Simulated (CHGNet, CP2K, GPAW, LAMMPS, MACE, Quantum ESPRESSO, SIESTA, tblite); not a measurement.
# tblite runs on glassy 67P2O5-33MgO (mol %) (80 atoms)

Wanted: tblite inputs and outputs for glassy 67P2O5-33MgO (mol %) (80 atoms), checked against a plane-wave reference.

Method: the method is named at each step, in tblite 0.8.0.

## Step 1: Set-up

The cell holds 80 atoms: 20 P, 5 Mg and 55 O. Cell: a = 9.726 Å, b = 9.726 Å, c = 9.726 Å, α = 90.0°, β = 90.0°, γ = 90.0°. 80 atoms (20 P, 5 Mg, 55 O) placed at random at 2.93 g/cm³, melted at 4000 K for 10 ps at fixed volume with the Morse and Coulomb pair potential with partial charges (Pedone, Malavasi, Menziani, Cormack and Segre, J. Phys. Chem. B 110, 11780 (2006)). Quenched from 4000 K to 300 K at 25 K/ps and fixed volume, held 5 ps.

The yardstick, on the same geometry:

* method: Kohn-Sham DFT, PBE, SSSP efficiency 1.3.0 pseudopotentials, plane waves (Quantum ESPRESSO 7.5); sssp-pbe-1.3.0-efficiency, cutoffs 60/480 Ry, Γ point
* r.m.s. force component: 1.606 eV/Å
* longest force: 6.354 eV/Å
* pressure: 4.002 GPa
* gap (highest filled to lowest empty level): 1.699 eV
* time: 2.2 min on 4 MPI ranks of Arm Neoverse V1, shared host
* CPU time: 8.9 min

## Step 2: GFN1-xTB

Method: GFN1-xTB tight binding, diagonalisation.

run.py reads:

```python
import numpy as np
from ase.io import read
from tblite.ase import TBLite

atoms = read("structure.xyz")
atoms.calc = TBLite(method="GFN1-xTB", electronic_temperature=580, accuracy=1.0, max_iterations=250, mixer_damping=0.4, verbosity=1)
energy = atoms.get_potential_energy()
forces = atoms.get_forces()
print(f"energy {energy:.6f} eV")
print("forces (eV/A)")
for i, (a, f) in enumerate(zip(atoms, forces)):
    print(f"{i:4d} {a.symbol:2s} {f[0]:10.5f} {f[1]:10.5f} {f[2]:10.5f}")
stress = -atoms.get_stress(voigt=False) * 160.21766
print("stress (GPa, compression positive)")
for row in stress:
    print(" ".join(f"{x:10.4f}" for x in row))
print("charges (e)")
print(np.array2string(atoms.get_charges(), precision=4, suppress_small=True, max_line_width=110, threshold=100000))
```

structure.xyz reads:

```xyz
80
Lattice="9.72560 0.00000 0.00000 0.00000 9.72560 0.00000 0.00000 0.00000 9.72560" Properties=species:S:1:pos:R:3 pbc="T T T"
P 6.04971 0.85926 9.50288
P 5.45538 7.98987 2.75196
P 2.33337 7.41499 2.21530
P 9.62689 1.25013 2.97341
P 0.22544 3.88314 4.70116
P 8.99618 3.87332 9.35690
P 1.62204 9.24020 4.95899
P 2.64741 1.63594 1.73057
P 7.04610 6.00352 0.71444
P 6.55739 1.17310 2.80564
P 8.48374 8.75819 9.33006
P 1.77142 1.12506 7.61369
P 0.17059 7.30645 7.00525
P 4.70174 6.24403 8.40058
P 7.62672 3.16899 6.64959
P 5.98027 4.22519 3.02933
P 3.29056 8.93345 9.47526
P 6.44807 0.43950 5.90655
P 3.30495 4.47893 4.41639
P 9.16550 6.40567 2.97350
Mg 2.50045 4.72353 0.51711
Mg 4.21313 7.43425 5.60477
Mg 2.04568 4.28189 7.54921
Mg 4.65603 3.15041 7.34789
Mg 7.04153 6.77291 5.54729
O 3.89928 7.52042 8.83036
O 3.08331 8.96107 5.33225
O 2.48684 9.56065 8.30051
O 8.03811 5.05614 9.59606
O 2.36254 8.06573 0.74323
O 6.20804 1.38989 1.18886
O 3.83626 3.69563 5.62597
O 6.31211 2.71801 3.12610
O 8.14305 1.08226 2.72540
O 1.56310 0.81617 6.12723
O 1.23398 6.41141 7.49445
O 3.19496 5.96140 4.80707
O 0.50320 0.26308 4.04770
O 5.60292 7.64238 4.22480
O 5.25455 6.65766 6.98668
O 0.38757 1.14665 8.25772
O 5.88078 6.05107 9.36624
O 4.90073 9.54062 9.46136
O 0.68857 4.34637 9.21822
O 8.23369 6.02073 1.87821
O 1.90486 8.37053 3.44646
O 5.79665 2.05667 8.70869
O 0.79769 8.22883 5.92308
O 9.63340 2.62581 3.79862
O 2.61765 2.28085 7.94115
O 4.47261 4.35298 3.37303
O 0.75004 6.75881 2.25498
O 3.54274 1.49434 2.94170
O 9.60413 5.22751 3.93002
O 9.28522 9.24156 0.77387
O 5.17878 0.58966 6.64472
[... 20 atom lines left out ...]
O 6.06206 9.37246 2.49549
O 9.32841 8.19946 8.16581
O 6.43096 0.73127 4.39257
O 2.88802 6.00196 1.95553
```

The run is started by

```bash
$ OMP_NUM_THREADS=1 python run.py > output.txt
```

Log:

```text
------------------------------------------------------------
  cycle        total energy    energy error   density error
------------------------------------------------------------
      1     -295.8018738313  -2.9697877E+02   1.0664023E+00
      2     -285.1756690445   1.0626205E+01   1.0294301E+00
      3     -299.6490536594  -1.4473385E+01   6.2300954E-01
      4     -318.3251626304  -1.8676109E+01   9.2343433E-02
      5     -317.0476128612   1.2775498E+00   1.3584356E-01
      6     -318.7587869339  -1.7111741E+00   3.4352941E-02
      7     -318.7265289496   3.2257984E-02   3.3165319E-02
      8     -318.8042957406  -7.7766791E-02   1.4581848E-02
      9     -318.8132125614  -8.9168209E-03   6.0806344E-03
     10     -318.8153111802  -2.0986188E-03   2.8056617E-03
     11     -318.8158818580  -5.7067782E-04   7.3469064E-04
     12     -318.8158935731  -1.1715075E-05   4.9317132E-04
     13     -318.8159170489  -2.3475849E-05   1.1834273E-04
     14     -318.8159172569  -2.0792396E-07   9.4655325E-05
     15     -318.8159178428  -5.8589302E-07   4.4344368E-05
     16     -318.8159179181  -7.5340779E-08   2.3359710E-05
     17     -318.8159179628  -4.4711953E-08   7.8611343E-06
------------------------------------------------------------
 total:                                   4.172 sec
energy -8675.423014 eV
forces (eV/A)
   0 P    -1.06452    0.36212   -1.51431
   1 P    -1.07778   -1.87782    1.71111
   2 P     0.48180   -1.25644    1.14922
   3 P     3.09980    1.37269    1.20529
   4 P     2.64536    0.71338    0.85991
   5 P     1.25548   -3.60517    2.79482
   6 P     3.06072   -1.19311    1.28434
   7 P     6.33356    1.41347    3.46796
   8 P     1.55188    1.73147    1.56409
   9 P    -1.76741   -1.48898    0.77108
  10 P     2.84740   -0.67047    5.28045
  11 P    -6.02912    0.20701    2.29286
  12 P    -1.42799   -3.68828   -1.14431
  13 P     0.43604    1.06589   -3.56536
  14 P    -0.80010    0.91837    0.37978
  15 P     0.95899    3.38810    2.68788
  16 P    -0.13071    1.63240    1.03354
  17 P    -1.19561   -1.83261    2.62351
  18 P    -1.76389    1.24857    2.92170
  19 P    -0.17855    3.15724    2.11756
  20 Mg   -0.02046   -0.37134    0.86413
  21 Mg   -0.54604    0.18932   -0.77334
  22 Mg   -0.79914    0.05570   -0.24772
  23 Mg    0.09034   -0.65041   -0.43117
[...]
72 O     0.43055    0.35907    1.36557
  73 O    -1.08679    1.37854   -1.93648
  74 O     0.35625   -1.81893   -2.14385
  75 O     0.20538    0.51402   -0.26177
  76 O     0.50548    0.05709   -0.72775
  77 O    -0.20241    1.42496   -0.28001
  78 O    -0.33524    1.17645   -1.96606
  79 O     0.21444   -0.38240   -0.25727
stress (GPa, compression positive)
    7.7003    -0.1738     0.3496
   -0.1738     6.8965     0.8639
    0.3496     0.8639     6.6232
charges (e)
[ 0.5665  0.5623  0.5823  0.5803  0.5819  0.5583  0.586   0.5551  0.5875  0.5842  0.5634  0.5556  0.5581
  0.5548  0.5578  0.5604  0.5818  0.5487  0.5687  0.5562  0.8375  0.8823  0.8532  0.8618  0.8554 -0.227
 -0.3814 -0.182  -0.2152 -0.2012 -0.1887 -0.4416 -0.1532 -0.0954 -0.2405 -0.3938 -0.4394 -0.1546 -0.4125
 -0.4223 -0.3993 -0.1807 -0.2118 -0.4112 -0.2124 -0.2598 -0.3359 -0.1916 -0.1872 -0.4002 -0.1769 -0.2381
 -0.4151 -0.179  -0.3601 -0.3966 -0.4    -0.1878 -0.2562 -0.3002 -0.2779 -0.4169 -0.3834 -0.1183 -0.3837
 -0.2094 -0.2366 -0.3863 -0.3981 -0.3934 -0.2179 -0.3872 -0.3721 -0.1481 -0.2452 -0.2395 -0.186  -0.156
 -0.2229 -0.4121]
```

Run time: 5 s. Hardware: 1 thread of Arm Neoverse V1, shared host; peak memory 0.12 GiB.

Banners, paths, timers and routine set-up lines are dropped from the logs unmarked, and long logs keep their key lines alone; longer cuts are marked.

Numbers from this run, and their distance from the reference:

```
r.m.s. force component                  : 1.458 eV/Å
r.m.s. difference of force components   : 586.9 meV/Å
longest difference of force vectors     : 3583 meV/Å
force difference over r.m.s. force      : 36.54 %
slope of forces against the reference's : 0.845
correlation of force components         : 0.9312
pressure                                : 7.073 GPa
pressure difference                     : 3.071 GPa
```

Length of the force difference by element (eV/Å):

```
element  atoms  mean  most
     Mg      5   1.1   1.7
      O     55  0.63   1.7
      P     20   1.3   3.6
```

Local excerpt of 9 atoms (numbers count through the whole input) about P17, picked at random; x, y, z are measured from there.

```
atom      x      y      z  distance (Å)  bonds  Mulliken charge (e)     Fx     Fy  Fz (eV/Å)
 P17   0.00   0.00   0.00          0.00      5                 0.58  -0.13   1.63       1.03
 O28  -0.80   0.63  -1.17          1.56      2                -0.18   1.60  -2.59      -0.09
 O30  -0.93  -0.87   0.99          1.61      2                -0.20  -1.74  -0.27      -1.16
 O26   0.61  -1.41  -0.64          1.67      2                -0.23  -0.47   0.25      -0.04
 O75  -0.32   1.29   1.06          1.70      2                -0.25   0.36  -1.82      -2.14
 O43   1.61   0.61  -0.01          1.72      2                -0.21  -0.80  -0.86      -0.17
 O59   0.70  -0.89   2.63          2.86      2                -0.26   0.64   0.87       0.50
  P3  -0.96  -1.52   2.47          3.05      5                 0.58   0.48  -1.26       1.15
 P12  -1.52   1.92  -1.86          3.07      4                 0.56  -6.03   0.21       2.29
```

Atoms are counted from 1 here, from 0 in the log.

Forces lie 37 % from the reference's, at 0.0091 times its CPU time (on 1 against 4 cores).

## Step 3: Summary of results

```yaml
force_difference_from_the_reference: tblite GFN1-xTB, 37 %
its_cpu_time: 4.9 s
```

In words: Tight binding differs by 37 % (tblite GFN1-xTB); it is another model, with fitted parameters of its own, and the xTB methods hold dispersion. One electronic-structure run takes under half the reference's CPU time: tblite GFN1-xTB, at 37 % in 4.9 s against 8.9 min; its pressure misses by +3.1 GPa. Periodic xTB results under one method name differ between programs and library versions. The reference's pressure holds the uncorrected Pulay stress of its 60 Ry basis, so small pressure differences, and their order, may be the reference's own error. In our tests on small cells the SSSP efficiency potentials stood apart from two norm-conserving sets, for C–F bonds most and for P–O bonds less, so differences between them and other runs here needn't be the other run's error. The quench rate of 25 K/ps is many orders above laboratory rates, so the cell is likely richer in defects and strain than a real sample. The network of bonds at the start is that of the classical potential that made the cell, and needn't be the one that DFT or experiment would give. The electronic-structure runs sample only Γ, in a cell whose shortest periodic width is 10 Å.

[Also dropped from logs without a mark: logging warnings of Python, and SIESTA's first energy breakdown and zero terms.]

[Logs are printed without paths, hosts, clocks, repeated set-up lines and the standing remarks that a program may print on its own settings, such as how far it seeks lower states.]

[Hosts, paths, dates, database ids (printed as entryN), source tags and the programs' standing remarks are cut or masked in the printed files.]
